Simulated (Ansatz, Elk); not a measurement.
**How far do independent atoms describe ZnGaGeH?**

The structure of ZnGaGeH used here is made up (a known structure type with other elements) and was relaxed beforehand with PBE. The aim is the Fourier transform of its all-electron density, F(hkl), set beside the sum over free spherical atoms that refinements use.

Main program and level: Elk 11.2.3 (patched build); DFT, PBE, all-electron APW+lo, Dirac cores, scalar-relativistic bands, static density, no spin.

This account leaves out most program logs.

The structure was built from a prototype and need not be the compound's stable phase.

### 1. Set-up

It takes space group P3m1 (No. 156, trigonal). Conventional cell: a = 3.962 Å, b = 3.962 Å, c = 5.200 Å, α = 90.00°, β = 90.00°, γ = 120.00°. Nearest to Ge lie 3 Ga at 2.57 Å and 3 Zn at 2.60 Å. Ga has 1 H at 1.62 Å and 3 Ge at 2.57 Å nearest. Zn has 3 H at 2.57 Å and 3 Ge at 2.60 Å nearest. Nearest to H lie 1 Ga at 1.62 Å. Farther neighbours are not listed.

### 2. Ground state and structure factors

An all-electron density is needed, since X-rays see the cores too. Task 0 finds the density and task 195 Fourier-transforms it; tshift is off so that phases refer to the origin typed.

File elk.in:

```
tasks
  0
  195

xctype
  20

spinpol
  .false.

rgkmax
  7.0

gmaxvr
  14.0

lmaxo
  7

lmaxapw
  8

swidth
  0.002

tshift
  .false.

ramdisk
  .false.

hmaxvr
  5.5

maxscl
  120

epspot
  1e-06

sppath
  './'

avec
  7.48720329002 -0.00000000000 0.00000000000
  -3.74360164501 6.48410825246 -0.00000000000
  0.00000000000 -0.00000000000 9.82705312189

atoms
  4
  'Ge.in'
  1
  0.6666666667 0.3333333333 0.3451437895   0.000000 0.000000 0.000000
  'Ga.in'
  1
  0.0000000000 0.0000000000 0.5690865690   0.000000 0.000000 0.000000
  'Zn.in'
  1
  0.3333333333 0.6666666667 1.1075035595   0.000000 0.000000 0.000000
  'H.in'
  1
  -0.0000000000 -0.0000000000 0.8813660820   0.000000 0.000000 0.000000

ngridk
  7 7 5
```

The run is started by

```sh
$ OMP_NUM_THREADS=4 elk
```

Elapsed: 52 s, on 4 threads of Intel Xeon Platinum 8375C at 2.90GHz (Ice Lake), shared host; peak memory 0.16 GiB; 3 min of CPU time.

SFACRHO.OUT:

```text

h k l indices transformed by vhmat matrix:
   1.000000000       0.000000000       0.000000000    
   0.000000000       1.000000000       0.000000000    
   0.000000000       0.000000000       1.000000000    

      h      k      l  multipl.   |H|            Re(F)            Im(F)           |F|

      0      0      0      1   0.0000000       93.999999      0.38945254E-16   93.999999    
      0      0      1      1  0.63937634      -20.519357       29.509832       35.942652    
      0      0     -1      1  0.63937634      -20.519357      -29.509832       35.942652    
      0      1      0      3  0.96901302      0.74757352       1.4331256       1.6163895    
      0     -1      0      3  0.96901302      0.74757352      -1.4331256       1.6163895    
     -1      1     -1      3   1.1609429      -30.661890       60.058244       67.432516    
      0      1      1      3   1.1609429      -30.661890      -60.058244       67.432516    
     -1      0     -1      3   1.1609429      -19.870144      0.28491243       19.872186    
     -1      1      1      3   1.1609429      -19.870144     -0.28491246       19.872186    
      0      0     -2      1   1.2787527       12.122256      -18.337096       21.981770    
      0      0      2      1   1.2787527       12.122256       18.337096       21.981770    
      0      1      2      3   1.6044297       55.477328       5.5706891       55.756313    
     -1      0     -2      3   1.6044297      -21.466456      -29.277736       36.304195    
     -1      1      2      3   1.6044297      -21.466456       29.277736       36.304195    
      1      0     -2      3   1.6044297       55.477328      -5.5706891       55.756313    
      1     -2      0      6   1.6783798       69.187964      0.86644864E-09   69.187964    
      2     -1     -1      6   1.7960403      -16.074567      -22.795519       27.893143    
      1     -2      1      6   1.7960403      -16.074567       22.795519       27.893143
```

Elk indexes on the primitive cell of elk.in and gives |H| = 4π sin θ/λ in inverse bohr. Below, one row stands for each form hkl of the conventional cell (m members, Friedel mates merged), F is for one primitive cell and the density is static (no thermal factor). Free-atom factors are Waasmaier and Kirfel's, and R is Σm||F|−|F'||/Σm|F|.

```
hkl   m  sin θ/λ (Å⁻¹)  abs F, DFT  neutral atoms   diff.  abs of complex diff.
001   2          0.096      35.943         35.775  +0.167                 0.183
100   6          0.146       1.616          1.354  +0.263                 0.263
011   6          0.175      67.432         67.464  -0.031                 0.084
101   6          0.175      19.872         20.082  -0.210                 0.263
002   2          0.192      21.982         22.297  -0.316                 0.330
012   6          0.241      55.756         56.115  -0.359                 0.368
102   6          0.241      36.304         36.612  -0.308                 0.331
110   6          0.252      69.188         69.576  -0.388                 0.388
111  12          0.270      27.893         28.193  -0.300                 0.302
003   2          0.288       6.994          7.199  -0.205                 0.242
200   6          0.291       1.231          1.256  -0.025                 0.099
021   6          0.307      16.169         16.339  -0.170                 0.202
201   6          0.307      55.005         55.357  -0.352                 0.355
112  12          0.317      18.103         18.282  -0.179                 0.182
013   6          0.323       5.731          5.793  -0.062                 0.109
103   6          0.323      61.265         61.629  -0.364                 0.373
202   6          0.349      47.217         47.520  -0.303                 0.305
022   6          0.349      31.164         31.210  -0.046                 0.059
113  12          0.383       6.433          6.472  -0.039                 0.042
004   2          0.385      51.645         51.821  -0.176                 0.180
210  12          0.386       1.402          1.398  +0.003                 0.031
211  12          0.397      13.740         13.789  -0.048                 0.055
```

### 3. The highest occupied states alone

An energy window below the Fermi level keeps the highest occupied states, to see at which angles they scatter; shallow core shells can lie inside it and anion s states outside. No new self-consistency is needed.

elk.in: that of step 2 with these lines changed.

```diff
@@ -1,3 +1,2 @@
 tasks
-  0
   195
@@ -40,2 +39,5 @@
 
+wsfac
+  -0.287000 0.454000
+
 sppath
```

The run is started by

```sh
$ OMP_NUM_THREADS=4 elk
```

Run time: 6.2 s. Hardware: 4 threads; peak memory 0.17 GiB; 8.5 s of CPU time.

States within 12 eV below the Fermi level hold 20.00 electrons; any levels below the window count with the cores. Their amplitudes can exceed the total, where window and core parts have opposite phase:

```
hkl  sin θ/λ (Å⁻¹)  abs F, window  abs F, all
001          0.096          9.219      35.943
100          0.146          7.346       1.616
011          0.175          9.580      67.432
101          0.175          7.177      19.872
002          0.192          6.862      21.982
012          0.241          6.959      55.756
102          0.241          6.744      36.304
110          0.252          6.767      69.188
111          0.270          6.039      27.893
003          0.288          5.712       6.994
```

### 4. Another functional

The difference from free atoms is small, so it is set against the change that PBEsol makes.

elk.in: that of step 3 with these lines changed.

```diff
@@ -1,2 +1,3 @@
 tasks
+  0
   195
@@ -4,3 +5,3 @@
 xctype
-  20
+  22
 
@@ -39,5 +40,2 @@
 
-wsfac
-  -0.287000 0.454000
-
 sppath
```

The run is started by

```sh
$ OMP_NUM_THREADS=4 elk
```

Wall time 50 s (4 threads); peak memory 0.17 GiB.

Against the first run R = 0.02 %; the largest change is -0.028 at 110.

### 5. Basis size

The basis and the expansions that go with it are enlarged, to see whether the differences are converged.

elk.in: that of step 4 with these lines changed.

```diff
@@ -5,3 +5,3 @@
 xctype
-  22
+  20
 
@@ -11,12 +11,12 @@
 rgkmax
-  7.0
+  8.5
 
 gmaxvr
-  14.0
+  18.0
 
 lmaxo
-  7
+  9
 
 lmaxapw
-  8
+  10
```

The run is started by

```sh
$ OMP_NUM_THREADS=4 elk
```

The job ended after 2.5 min (4 threads; peak memory 0.32 GiB; 8.8 min of CPU time).

Against the first run R = 0.01 %; the largest change is -0.008 at 302.

### 6. Basis size

A smaller basis shows how fast F responds to it; the change is likely larger than the basis error of the first run, but doesn't show convergence.

elk.in: that of step 5 with these lines changed.

```diff
@@ -11,12 +11,12 @@
 rgkmax
-  8.5
+  5.5
 
 gmaxvr
-  18.0
+  14.0
 
 lmaxo
-  9
+  7
 
 lmaxapw
-  10
+  8
```

The run is started by

```sh
$ OMP_NUM_THREADS=4 elk
```

Wall time 30 s (4 threads); peak memory 0.17 GiB; 95 s of CPU time.

Against the first run R = 0.03 %; the largest change is +0.037 at 032.

### 7. Settings against the effect

```
                              run  R against the first run (%)  R against neutral atoms, low angle (%)  wall time
                    PBE, rgkmax 7                         0.00                                    0.73       52 s
                           PBEsol                         0.02                                    0.74       50 s
rgkmax 8.5 with larger expansions                         0.01                                    0.73    2.5 min
                       rgkmax 5.5                         0.03                                    0.73       30 s
```

### 8. Results

```
R against neutral atoms, sin θ/λ < 0.3 Å⁻¹ : 0.73 %
R against neutral atoms, 0.3 to 0.82 Å⁻¹   : 0.24 %
```

In words: Independent neutral atoms miss the calculated amplitudes by R = 0.73 % below 0.3 Å⁻¹ and 0.24 % from there to 0.82 Å⁻¹; by shells, 2.34 % below 0.15 Å⁻¹ (2 forms), 0.66 % 0.15 to 0.3 (9 forms), 0.39 % 0.3 to 0.45 (21 forms), 0.20 % above 0.45 (117 forms). Bonding, aspherical density and the tables' own atoms all enter these figures, and the runs don't part them. The largest change of an amplitude is -0.39 electrons, at 110. R counts amplitudes alone; phases shift too. Weak lines can change much in proportion: 100 goes from 1.35 to 1.62. The window's part falls from 20.0 electrons at the origin to at most 3.12 between 0.45 and 0.82 Å⁻¹, where compact states inside the window still scatter. Below 0.3 Å⁻¹ the changes that finished (PBEsol, rgkmax 8.5 with larger expansions and rgkmax 5.5) move F by R = 0.03 % at most, against the 0.73 % that separates it from free atoms. The k-mesh has no finished test. Part of the difference isn't bonding: the tables are fits to free atoms and ions calculated by other methods than this functional. Thermal motion, anomalous dispersion and extinction are left out.

[Logs are printed without paths, hosts, clocks, repeated set-up lines and the standing remarks that a program may print on its own settings, such as how far it seeks lower states.]

[Hosts, paths, dates, database ids (printed as entryN), source tags and the programs' standing remarks are cut or masked in the printed files.]
